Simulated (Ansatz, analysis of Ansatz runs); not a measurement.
# Migration in Li5AuO4 (C2/m): V_Li hop (2.7 Å), charge −1, part 3 of 4

Aim: the barrier of one jump in Li5AuO4 (C2/m) at charge −1: V_Li hop (2.7 Å). The model is a cell of 80 host atoms with 1 Li taken out; Li is the atom that moves.

Ansatz 0.2.0; plane-wave PAW DFT, PBEsol; nudged elastic band between two relaxed defect structures at fixed charge in a uniform background.

So far: Starting point; Relaxation of the start point, charge −1; Relaxation of the end point, charge −1.

### 4. Nudged elastic band, charge −1

5 movable images are laid between the ends on a pair-potential path, which keeps atoms from colliding in the first guess. Each image feels the true force across the path and a spring force along it. The highest image is set to climb to the top of the path.

This step: plane-wave PAW DFT, PBEsol; nudged elastic band between two relaxed defect structures at fixed charge in a uniform background.

The input, qm1.neb/input.yaml:

```yaml
crystal:
  lattice:
    - [9.40268524, 0.0, -0.02548652]
    - [0.0, 9.40405317, 0.0]
    - [-2.07562506, 0.0, 9.16358709]
  atoms:
    - { symbol: Li, position: [-0.0026307, 0.79507789, 0.24745962] }
    - { symbol: Li, position: [0.24659284, 0.29476399, 0.25082691] }
    - { symbol: Li, position: [-2.508e-05, 0.28312519, 0.00069917] }
    - { symbol: Li, position: [0.2500576, 0.78285626, 0.00020823] }
    - { symbol: Li, position: [-1.165e-05, 0.71700048, 0.00046488] }
    - { symbol: Li, position: [0.24984509, 0.21722031, 0.00023294] }
    - { symbol: Li, position: [-0.00275868, 0.20494425, 0.24757761] }
    - { symbol: Li, position: [0.24671616, 0.70530582, 0.25067132] }
    - { symbol: Li, position: [0.0026274, 5.719e-05, -0.00172894] }
    - { symbol: Li, position: [0.24986491, 0.50005917, 0.00021333] }
    - { symbol: Au, position: [-0.0024312, 0.50000583, 0.24853832] }
    - { symbol: Au, position: [0.25002114, 2.738e-05, 0.25058068] }
    - { symbol: O, position: [0.12830165, 0.85393125, 0.1229749] }
    - { symbol: O, position: [0.37733491, 0.35306038, 0.12506365] }
    - { symbol: O, position: [0.11078762, 0.34532817, 0.3649702] }
    - { symbol: O, position: [0.37074441, 0.8512415, 0.37565285] }
    - { symbol: O, position: [0.12824232, 0.1461879, 0.12317626] }
    - { symbol: O, position: [0.37749773, 0.64701529, 0.12498608] }
    - { symbol: O, position: [0.11098457, 0.65466219, 0.36486371] }
    - { symbol: O, position: [0.37064671, 0.14875515, 0.37587697] }
    - { symbol: Li, position: [0.00151238, 0.79157103, 0.7493111] }
    - { symbol: Li, position: [0.25316206, 0.29473756, 0.74978476] }
    - { symbol: Li, position: [7.86e-06, 0.28504809, 0.49810889] }
    - { symbol: Li, position: [0.25003514, 0.7585122, 0.50014494] }
    - { symbol: Li, position: [9.658e-05, 0.71497152, 0.49792368] }
    - { symbol: Li, position: [0.24980598, 0.24152881, 0.50025024] }
    - { symbol: Li, position: [0.00140006, 0.20852902, 0.74947001] }
    - { symbol: Li, position: [0.25324151, 0.70531525, 0.74964334] }
    - { symbol: Li, position: [0.00458429, 4.209e-05, 0.49897639] }
    - { symbol: Au, position: [-0.00056416, 0.50005974, 0.75073089] }
    - { symbol: Au, position: [0.24983179, 2.825e-05, 0.74986064] }
    - { symbol: O, position: [0.12920471, 0.85131784, 0.62453829] }
    - { symbol: O, position: [0.38885674, 0.34531279, 0.63558533] }
    - { symbol: O, position: [0.12234227, 0.35308503, 0.87542467] }
    - { symbol: O, position: [0.37163421, 0.853858, 0.87723268] }
    - { symbol: O, position: [0.12913297, 0.1488233, 0.6247977] }
    - { symbol: O, position: [0.38903486, 0.6546668, 0.63548119] }
    - { symbol: O, position: [0.1225011, 0.64702077, 0.87535225] }
    - { symbol: O, position: [0.37155292, 0.14610074, 0.87747416] }
    - { symbol: Li, position: [0.49846057, 0.79151922, 0.25093996] }
    - { symbol: Li, position: [0.74992555, 0.29239496, 0.24973075] }
    - { symbol: Li, position: [0.49987413, 0.2830522, -6.296e-05] }
    - { symbol: Li, position: [0.75004593, 0.78216308, 0.00018433] }
    - { symbol: Li, position: [0.49988492, 0.716921, -0.00028882] }
    - { symbol: Li, position: [0.74984053, 0.21783736, 0.00024249] }
    - { symbol: Li, position: [0.49835045, 0.20849486, 0.25110131] }
    - { symbol: Li, position: [0.7500406, 0.70764465, 0.24958636] }
    - { symbol: Li, position: [0.4971857, -2.414e-05, 0.00219813] }
    - { symbol: Li, position: [0.74991798, 0.49997813, 0.00024504] }
    - { symbol: Au, position: [0.50041085, 0.50001914, 0.24966834] }
    - { symbol: Au, position: [0.74744106, 1.435e-05, 0.25087898] }
    - { symbol: O, position: [0.62590245, 0.85262731, 0.12530371] }
    - { symbol: O, position: [0.87557241, 0.35088941, 0.12311451] }
    - { symbol: O, position: [0.62242585, 0.35280183, 0.37503655] }
    - { symbol: O, position: [0.8700946, 0.85358261, 0.37515325] }
    - { symbol: O, position: [0.6258704, 0.14746149, 0.12552273] }
    - { symbol: O, position: [0.87577396, 0.64916313, 0.12305182] }
    - { symbol: O, position: [0.62261012, 0.64720993, 0.37496314] }
    - { symbol: O, position: [0.87003771, 0.14638749, 0.37538958] }
    - { symbol: Li, position: [0.50260187, 0.79507637, 0.75280844] }
    - { symbol: Li, position: [0.74981832, 0.29241557, 0.75083409] }
    - { symbol: Li, position: [0.49977587, 0.2851236, 0.50252573] }
    - { symbol: Li, position: [0.75002637, 0.78296631, 0.50020421] }
    - { symbol: Li, position: [0.49979112, 0.71498272, 0.50229625] }
    - { symbol: Li, position: [0.74982949, 0.21707962, 0.50024333] }
    - { symbol: Li, position: [0.50248966, 0.20486528, 0.75292806] }
    - { symbol: Li, position: [0.74991459, 0.70764496, 0.75069658] }
    - { symbol: Li, position: [0.49536125, 2.644e-05, 0.50139737] }
    - { symbol: Li, position: [0.74991964, 0.50002576, 0.50020489] }
    - { symbol: Au, position: [0.50229292, 0.49998, 0.75189961] }
    - { symbol: Au, position: [0.75243474, 4.546e-05, 0.74955214] }
    - { symbol: O, position: [0.62982229, 0.8536783, 0.62506813] }
    - { symbol: O, position: [0.87722774, 0.35286624, 0.62544148] }
    - { symbol: O, position: [0.62410898, 0.35083422, 0.87737092] }
    - { symbol: O, position: [0.87401265, 0.85259425, 0.87490194] }
    - { symbol: O, position: [0.62979024, 0.14646447, 0.62526105] }
    - { symbol: O, position: [0.87739771, 0.64727387, 0.62538599] }
    - { symbol: O, position: [0.62430256, 0.64909008, 0.87734143] }
    - { symbol: O, position: [0.87399544, 0.14743361, 0.87508844] }
total_charge: -1
basis:
  ecutwfc: 420
  xc_grid: 2
hamiltonian:
  xc: pbesol
kpoints:
  mp_grid: { grid: [1, 1, 1], shift: [0.25, 0.25, 0.25] }
scf:
  occupations: { method: fixed }
  max_iter: 150
output:
  forces: true
neb:
  images: 5
  f_tol: 0.04
  climbing: true
  initial_path: idpp
  max_iterations: 45
  order_check: false
  final_atoms:
    - { symbol: Li, position: [-0.00088463, 0.79281994, 0.25015778] }
    - { symbol: Li, position: [0.25506896, 0.28293443, 0.26385469] }
[... 8 atom lines left out ...]
    - { symbol: Au, position: [-0.00103029, 0.50261272, 0.24874744] }
[... 3 atom lines left out ...]
    - { symbol: O, position: [0.12066921, 0.3573096, 0.37083271] }
[... 3 atom lines left out ...]
    - { symbol: O, position: [0.12087192, 0.64864309, 0.37526344] }
    - { symbol: O, position: [0.38706107, 0.13686919, 0.36203253] }
[... 1 atom line left out ...]
    - { symbol: Li, position: [0.2448657, 0.28295424, 0.73656395] }
    - { symbol: Li, position: [0.01794699, 0.27364111, 0.50392611] }
[... 2 atom lines left out ...]
    - { symbol: Li, position: [0.24994952, 0.49099032, 0.50018141] }
[... 6 atom lines left out ...]
    - { symbol: O, position: [0.37917732, 0.35733885, 0.62950212] }
[... 2 atom lines left out ...]
    - { symbol: O, position: [0.11297023, 0.13695909, 0.63840919] }
    - { symbol: O, position: [0.37910249, 0.64867061, 0.6251768] }
[... 24 atom lines left out ...]
    - { symbol: Li, position: [0.48208283, 0.27364281, 0.49655493] }
[... 16 atom lines left out ...]
    - { symbol: O, position: [0.86910652, 0.14839187, 0.87741554] }
```

Started as:

```bash
> ansatz run input.yaml --threads 4 --pin off --max-ram 14131MiB --backend cpu --events-out ev --progress --plain --runs-dir out
```

Numbers of over 12 decimals in the logs are rounded to 6 here.

The program printed:

```text
[...]
Warning: neb: disabling space-group detection — the band's intermediate images generally break the endpoint symmetry, so the full k-mesh is solved, and no spatial operation symmetrises the density, except that a semilocal band can use its path's symmetry [...]
[...]
parallel-image band execution: 4 concurrent image workers
NEB image 0
Crystal: 79 atoms, lattice volume = 809.778 Å³
Basis set: ecut = 420 eV, 15817 PW (Γ), exchange–correlation on 128×128×128 points (8 copies of the dense FFT grid, shifted against one another)
Bands: 310, of which v1, the nominal top of the filled ones, is band 231 counted from 1 (230 counted from 0)
Symmetry: 1 space group operations
k-points: 1
[...]
SCF iter   1: F=—  HF=-129955.407660 eV  |F-HF|=—  |Δ(HF+E_count)|=         —  Δρ=1.68e-2  dr2=1.83e0  ethr=1.77e-3  ⟨swp⟩=5.0  Hψ=921  notcnv=0  defer=72
[...]
SCF iter  11: F=-129954.869013 eV  HF=-129954.869013 eV  |F-HF|=5.98e-9  |Δ(HF+E_count)|=   2.46e-8  Δρ=2.03e-6  dr2=3.70e-8  ethr=2.16e-11  ⟨swp⟩=4.0  Hψ=864  notcnv=0
SCF 1 converged in 11 iterations: F = -129954.869013 eV  dr2 = 3.70e-8
[...]
NSCF: frozen V_eff on 1 k-points
NEB image 6
SCF iter   1: F=—  HF=-129955.974943 eV  |F-HF|=—  |Δ(HF+E_count)|=         —  Δρ=1.69e-2  dr2=1.83e0  ethr=1.77e-3  ⟨swp⟩=5.0  Hψ=1063  notcnv=0  defer=71
[...]
SCF iter  11: F=-129955.438911 eV  HF=-129955.438911 eV  |F-HF|=3.70e-9  |Δ(HF+E_count)|=   2.97e-8  Δρ=1.52e-6  dr2=1.97e-8  ethr=2.16e-11  ⟨swp⟩=2.0  Hψ=780  notcnv=0
SCF 2 converged in 11 iterations: F = -129955.438911 eV  dr2 = 1.97e-8
[...]
NEB end point (image 0): max|allowed force component| = 1.077e-2 eV/Å (the criterion of neb.relax_end_points is 1.000e-2)
NEB end point (image 6): max|allowed force component| = 4.797e-3 eV/Å (the criterion of neb.relax_end_points is 1.000e-2)
NEB image 1
SCF iter   1: F=—  HF=-129955.158086 eV  |F-HF|=—  |Δ(HF+E_count)|=         —  Δρ=1.68e-2  dr2=1.84e0  ethr=1.77e-3  ⟨swp⟩=5.0  Hψ=918  notcnv=0  defer=75
[...]
SCF iter  11: F=-129954.618342 eV  HF=-129954.618342 eV  |F-HF|=1.39e-8  |Δ(HF+E_count)|=   6.28e-8  Δρ=2.33e-6  dr2=4.48e-8  ethr=2.16e-11  ⟨swp⟩=2.0  Hψ=938  notcnv=0
SCF 3 converged in 11 iterations: F = -129954.618342 eV  dr2 = 4.48e-8
NEB image 2
SCF iter   1: F=—  HF=-129954.807189 eV  |F-HF|=—  |Δ(HF+E_count)|=         —  Δρ=1.68e-2  dr2=1.84e0  ethr=1.77e-3  ⟨swp⟩=5.0  Hψ=918  notcnv=0  defer=75
[...]
SCF iter  11: F=-129954.267505 eV  HF=-129954.267505 eV  |F-HF|=2.01e-9  |Δ(HF+E_count)|=   5.83e-8  Δρ=2.03e-6  dr2=3.56e-8  ethr=2.16e-11  ⟨swp⟩=2.0  Hψ=939  notcnv=0
SCF 4 converged in 11 iterations: F = -129954.267505 eV  dr2 = 3.56e-8
NEB image 3
SCF iter   1: F=—  HF=-129954.828202 eV  |F-HF|=—  |Δ(HF+E_count)|=         —  Δρ=1.69e-2  dr2=1.84e0  ethr=1.77e-3  ⟨swp⟩=5.0  Hψ=1043  notcnv=0  defer=75
[...]
SCF iter  11: F=-129954.287535 eV  HF=-129954.287535 eV  |F-HF|=6.88e-9  |Δ(HF+E_count)|=   1.57e-9  Δρ=1.85e-6  dr2=2.93e-8  ethr=2.16e-11  ⟨swp⟩=2.0  Hψ=937  notcnv=0
SCF 5 converged in 11 iterations: F = -129954.287535 eV  dr2 = 2.93e-8
NEB image 4
SCF iter   1: F=—  HF=-129955.266207 eV  |F-HF|=—  |Δ(HF+E_count)|=         —  Δρ=1.68e-2  dr2=1.83e0  ethr=1.77e-3  ⟨swp⟩=5.0  Hψ=919  notcnv=0  defer=75
[...]
SCF iter  11: F=-129954.730471 eV  HF=-129954.730471 eV  |F-HF|=6.69e-10  |Δ(HF+E_count)|=   5.98e-9  Δρ=1.83e-6  dr2=2.72e-8  ethr=2.16e-11  ⟨swp⟩=4.0  Hψ=773  notcnv=0
SCF 6 converged in 11 iterations: F = -129954.730471 eV  dr2 = 2.72e-8
NEB image 5
SCF iter   1: F=—  HF=-129955.752599 eV  |F-HF|=—  |Δ(HF+E_count)|=         —  Δρ=1.68e-2  dr2=1.82e0  ethr=1.77e-3  ⟨swp⟩=5.0  Hψ=919  notcnv=0  defer=73
[...]
SCF iter  10: F=-129955.218346 eV  HF=-129955.218346 eV  |F-HF|=2.49e-8  |Δ(HF+E_count)|=   1.70e-7  Δρ=3.34e-6  dr2=8.75e-8  ethr=2.16e-11  ⟨swp⟩=4.0  Hψ=782  notcnv=0
SCF 7 converged in 10 iterations: F = -129955.218346 eV  dr2 = 8.75e-8
NEB iter   1: max|band force component| = 1.326e0 eV/Å  barrier→ = 0.6015 eV  barrier← = 1.1714 eV  Δτ_max = 0.0640 Å  (76 SCF iters)
NEB image 1
[...]
SCF iter   8: F=-129954.702833 eV  HF=-129954.702833 eV  |F-HF|=1.25e-8  |Δ(HF+E_count)|=   1.67e-7  Δρ=3.37e-6  dr2=9.39e-8  ethr=2.16e-11  ⟨swp⟩=2.0  Hψ=940  notcnv=0
SCF 8 converged in 8 iterations: F = -129954.702833 eV  dr2 = 9.39e-8
NEB image 2
[...]
SCF iter   9: F=-129954.447653 eV  HF=-129954.447653 eV  |F-HF|=5.12e-9  |Δ(HF+E_count)|=   6.09e-8  Δρ=1.94e-6  dr2=3.31e-8  ethr=2.16e-11  ⟨swp⟩=4.0  Hψ=774  notcnv=0
SCF 9 converged in 9 iterations: F = -129954.447653 eV  dr2 = 3.31e-8
NEB image 3
[...]
SCF iter   9: F=-129954.476921 eV  HF=-129954.476921 eV  |F-HF|=1.32e-9  |Δ(HF+E_count)|=   9.68e-8  Δρ=2.31e-6  dr2=4.64e-8  ethr=2.16e-11  ⟨swp⟩=4.0  Hψ=774  notcnv=0
SCF 10 converged in 9 iterations: F = -129954.476921 eV  dr2 = 4.64e-8
NEB image 4
[...]
SCF iter   9: F=-129954.848309 eV  HF=-129954.848309 eV  |F-HF|=8.19e-9  |Δ(HF+E_count)|=   1.29e-7  Δρ=2.41e-6  dr2=5.19e-8  ethr=2.16e-11  ⟨swp⟩=3.0  Hψ=775  notcnv=0
SCF 11 converged in 9 iterations: F = -129954.848309 eV  dr2 = 5.19e-8
NEB image 5
[...]
SCF iter   8: F=-129955.259418 eV  HF=-129955.259418 eV  |F-HF|=7.10e-8  |Δ(HF+E_count)|=   5.57e-7  Δρ=3.18e-6  dr2=9.16e-8  ethr=2.16e-11  ⟨swp⟩=2.0  Hψ=938  notcnv=0
SCF 12 converged in 8 iterations: F = -129955.259418 eV  dr2 = 9.16e-8
NEB iter   2: max|band force component| = 5.009e-1 eV/Å  barrier→ = 0.4214 eV  barrier← = 0.9913 eV  Δτ_max = 0.0593 Å  (43 SCF iters)
NEB image 1
[...]
SCF iter   8: F=-129954.725259 eV  HF=-129954.725259 eV  |F-HF|=4.60e-8  |Δ(HF+E_count)|=   1.85e-7  Δρ=2.27e-6  dr2=4.93e-8  ethr=2.16e-11  ⟨swp⟩=2.0  Hψ=931  notcnv=0
SCF 13 converged in 8 iterations: F = -129954.725259 eV  dr2 = 4.93e-8
NEB image 2
[...]
SCF iter   8: F=-129954.491004 eV  HF=-129954.491004 eV  |F-HF|=6.31e-8  |Δ(HF+E_count)|=   1.75e-7  Δρ=3.04e-6  dr2=8.74e-8  ethr=2.16e-11  ⟨swp⟩=2.0  Hψ=939  notcnv=0
SCF 14 converged in 8 iterations: F = -129954.491004 eV  dr2 = 8.74e-8
NEB image 3
[...]
SCF iter   9: F=-129954.525140 eV  HF=-129954.525140 eV  |F-HF|=1.26e-8  |Δ(HF+E_count)|=   7.14e-8  Δρ=1.60e-6  dr2=2.38e-8  ethr=2.16e-11  ⟨swp⟩=3.0  Hψ=776  notcnv=0
SCF 15 converged in 9 iterations: F = -129954.525140 eV  dr2 = 2.38e-8
[...]
SCF iter   7: F=-129955.310094 eV  HF=-129955.310094 eV  |F-HF|=6.28e-8  |Δ(HF+E_count)|=   6.00e-8  Δρ=3.46e-6  dr2=9.40e-8  ethr=2.16e-11  ⟨swp⟩=4.0  Hψ=781  notcnv=0
SCF 27 converged in 7 iterations: F = -129955.310094 eV  dr2 = 9.40e-8
NEB image 1
[...]
NEB image 3
[...]
NEB image 4
[...]
NEB image 5
[...]
NEB image 2
[...]
the band table was solved once a step of the walk had ended and its energy, with any forces and stress, was formed, with the checks that follow a solve (1343 applications of the Hamiltonian). They found nothing against the state; [...]
NEB iter   5: max|band force component| = 2.566e-2 eV/Å  barrier→ = 0.4061 eV  barrier← = 0.9760 eV  CI = image 2  Δτ_max = 0.0000 Å  (37 SCF iters)
SCF converged after 6 iterations
Free energy (F): -129954.462930 eV
[...]
Internal energy: -129954.462930 eV  (E = F + TS)
E sigma→0 (E₀):  -129954.462930 eV
Fermi energy:    5.457760 eV
[...]
--- Forces (eV/Å), atoms counted from 1 ---
  atom   1  Li    -0.00000335     0.00003038    -0.00074479
  atom   2  Li    -0.00431566     0.00058455    -0.00124594
  [... 12 atoms left out ...]
  atom  15  O     -0.01342033     0.01439278    -0.00030797
  [... 3 atoms left out ...]
  atom  19  O      0.00167229     0.00338080     0.00348094
  atom  20  O     -0.00572745     0.01408848     0.00889420
  [... 1 atom left out ...]
  atom  22  Li    -0.00281303     0.00313244    -0.00922977
  atom  23  Li     0.00933719     0.00042628     0.00088539
  [... 2 atoms left out ...]
  atom  26  Li     0.01934364    -0.00208886    -0.02565409
  [... 6 atoms left out ...]
  atom  33  O      0.00027128     0.01611854     0.01612807
  [... 2 atoms left out ...]
  atom  36  O     -0.00180151    -0.00945043     0.00752447
  [... 25 atoms left out ...]
  atom  62  Li     0.00388933    -0.00671928     0.00559384
  [... 17 atoms left out ...]
  max |Σ_I F_I| component: 2.57e-4 eV/Å
--- Band table (eV) ---
[...]
this run last wrote the band of iteration 5 to <dir>
--- NEB band (7 images, 5 band iterations, 240 SCF iterations) ---
  forward barrier  = 0.406083 eV
  backward barrier = 0.975981 eV
  climbing image's point = of an order that was not read
  energies are F+E_penalty+E_count in eV, relative to image 0
  image     s (Å)  Δ vs image 0  max|band force component| (eV/Å)
      0    0.0000      0.000000                                 —
      1    0.5218      0.194868                          1.278e-2
  *   2    1.0436      0.406083                          2.566e-2
      3    1.4331      0.249882                          1.970e-2
      4    1.8226     -0.110596                          1.548e-2
      5    2.2124     -0.441082                          1.124e-2
      6    2.6022     -0.569899                                 —
  climbing-image geometry (image 2):
  cell:  # Å, volume = 809.7776 Å³
    - [9.40268524, 0.0, -0.02548652]
    - [0.0, 9.40405317, 0.0]
    - [-2.07562506, 0.0, 9.16358709]
  atoms:
    - { symbol: Li, position: [-0.002748, 0.795769, 0.247698] }
    - { symbol: Li, position: [0.246744, 0.284566, 0.250247] }
    - { symbol: Li, position: [0.000297, 0.283531, 0.000389] }
    - { symbol: Li, position: [0.249864, 0.782292, 0.000192] }
    - { symbol: Li, position: [-0.000389, 0.717972, -0.000278] }
    - { symbol: Li, position: [0.250294, 0.216055, 0.001437] }
    - { symbol: Li, position: [-0.004853, 0.202597, 0.244255] }
    - { symbol: Li, position: [0.246156, 0.704534, 0.250291] }
    - { symbol: Li, position: [0.003347, -0.000697, -0.002468] }
    - { symbol: Li, position: [0.249938, 0.499481, 0.000370] }
    - { symbol: Au, position: [-0.006505, 0.503059, 0.244058] }
    - { symbol: Au, position: [0.251235, -0.001963, 0.249391] }
    - { symbol: O, position: [0.127072, 0.851976, 0.123197] }
    - { symbol: O, position: [0.376839, 0.352761, 0.124808] }
    - { symbol: O, position: [0.102980, 0.346680, 0.355990] }
    - { symbol: O, position: [0.370420, 0.849243, 0.375549] }
    - { symbol: O, position: [0.127863, 0.144133, 0.122164] }
    - { symbol: O, position: [0.377563, 0.646484, 0.124947] }
    - { symbol: O, position: [0.110805, 0.652958, 0.365623] }
    - { symbol: O, position: [0.377410, 0.145151, 0.368707] }
    - { symbol: Li, position: [0.002221, 0.791525, 0.748797] }
    - { symbol: Li, position: [0.255603, 0.285278, 0.755334] }
    - { symbol: Li, position: [-0.001739, 0.272878, 0.495964] }
    - { symbol: Li, position: [0.250013, 0.761219, 0.499983] }
    - { symbol: Li, position: [-0.000545, 0.715615, 0.497769] }
    - { symbol: Li, position: [0.244190, 0.345097, 0.506406] }
    - { symbol: Li, position: [0.000272, 0.209310, 0.750951] }
    - { symbol: Li, position: [0.253528, 0.705700, 0.749846] }
    - { symbol: Li, position: [0.007068, 0.000374, 0.499896] }
    - { symbol: Au, position: [0.000429, 0.499270, 0.749794] }
    - { symbol: Au, position: [0.249228, -8.795856095130139e-5, 0.750322] }
    - { symbol: O, position: [0.129427, 0.851328, 0.624109] }
    - { symbol: O, position: [0.396836, 0.347085, 0.644886] }
    - { symbol: O, position: [0.123209, 0.352927, 0.876002] }
    - { symbol: O, position: [0.371762, 0.852917, 0.876565] }
    - { symbol: O, position: [0.125659, 0.149285, 0.629946] }
    - { symbol: O, position: [0.388840, 0.653301, 0.635129] }
    - { symbol: O, position: [0.122470, 0.646607, 0.874761] }
    - { symbol: O, position: [0.372730, 0.144609, 0.879403] }
    - { symbol: Li, position: [0.497792, 0.790909, 0.251247] }
    - { symbol: Li, position: [0.749915, 0.293516, 0.249175] }
    - { symbol: Li, position: [0.500565, 0.284089, 0.000493] }
    - { symbol: Li, position: [0.750161, 0.786180, 0.000152] }
    - { symbol: Li, position: [0.500110, 0.718247, 8.168670253732029e-5] }
    - { symbol: Li, position: [0.750234, 0.218911, -0.000154] }
    - { symbol: Li, position: [0.500651, 0.208641, 0.248700] }
    - { symbol: Li, position: [0.748812, 0.708724, 0.249034] }
    - { symbol: Li, position: [0.496660, -0.000432, 0.002903] }
    - { symbol: Li, position: [0.750125, 0.502919, 0.000111] }
    - { symbol: Au, position: [0.499654, 0.499266, 0.250252] }
    - { symbol: Au, position: [0.747152, -4.978804657358801e-5, 0.250442] }
    - { symbol: O, position: [0.624635, 0.853261, 0.125898] }
    - { symbol: O, position: [0.873636, 0.353305, 0.120077] }
    - { symbol: O, position: [0.621446, 0.351957, 0.375647] }
    - { symbol: O, position: [0.869732, 0.853803, 0.375371] }
    - { symbol: O, position: [0.627345, 0.147765, 0.124110] }
    - { symbol: O, position: [0.873656, 0.653260, 0.121478] }
    - { symbol: O, position: [0.622560, 0.646509, 0.374990] }
    - { symbol: O, position: [0.869431, 0.146187, 0.373837] }
    - { symbol: Li, position: [0.502584, 0.796303, 0.752347] }
    - { symbol: Li, position: [0.749999, 0.293537, 0.750670] }
    - { symbol: Li, position: [0.497106, 0.273366, 0.502724] }
    - { symbol: Li, position: [0.749930, 0.782513, 0.500022] }
    - { symbol: Li, position: [0.500161, 0.714845, 0.502236] }
    - { symbol: Li, position: [0.748659, 0.216903, 0.499862] }
    - { symbol: Li, position: [0.505239, 0.202990, 0.756137] }
    - { symbol: Li, position: [0.751155, 0.709040, 0.751026] }
    - { symbol: Li, position: [0.493765, -0.000450, 0.499749] }
    - { symbol: Li, position: [0.749783, 0.499007, 0.500110] }
    - { symbol: Au, position: [0.506647, 0.503488, 0.756329] }
    - { symbol: Au, position: [0.752704, 0.000141, 0.749542] }
    - { symbol: O, position: [0.630092, 0.853863, 0.624600] }
    - { symbol: O, position: [0.878006, 0.352103, 0.624301] }
    - { symbol: O, position: [0.626716, 0.353732, 0.880139] }
    - { symbol: O, position: [0.875298, 0.853352, 0.873954] }
    - { symbol: O, position: [0.629855, 0.146469, 0.626611] }
    - { symbol: O, position: [0.877802, 0.646689, 0.625234] }
    - { symbol: O, position: [0.626401, 0.653797, 0.878749] }
    - { symbol: O, position: [0.873293, 0.147781, 0.875573] }
```

The job ended after 9.4 min (4 threads of Arm Neoverse V1, shared host; peak memory 5 GiB; 26 min of CPU time).

[end of part 3 of 4]

[Logs are printed without paths, hosts, clocks, repeated set-up lines and the standing remarks that a program may print on its own settings, such as how far it seeks lower states.]

[Hosts, paths, dates, database ids (printed as entryN), source tags and the programs' standing remarks are cut or masked in the printed files.]
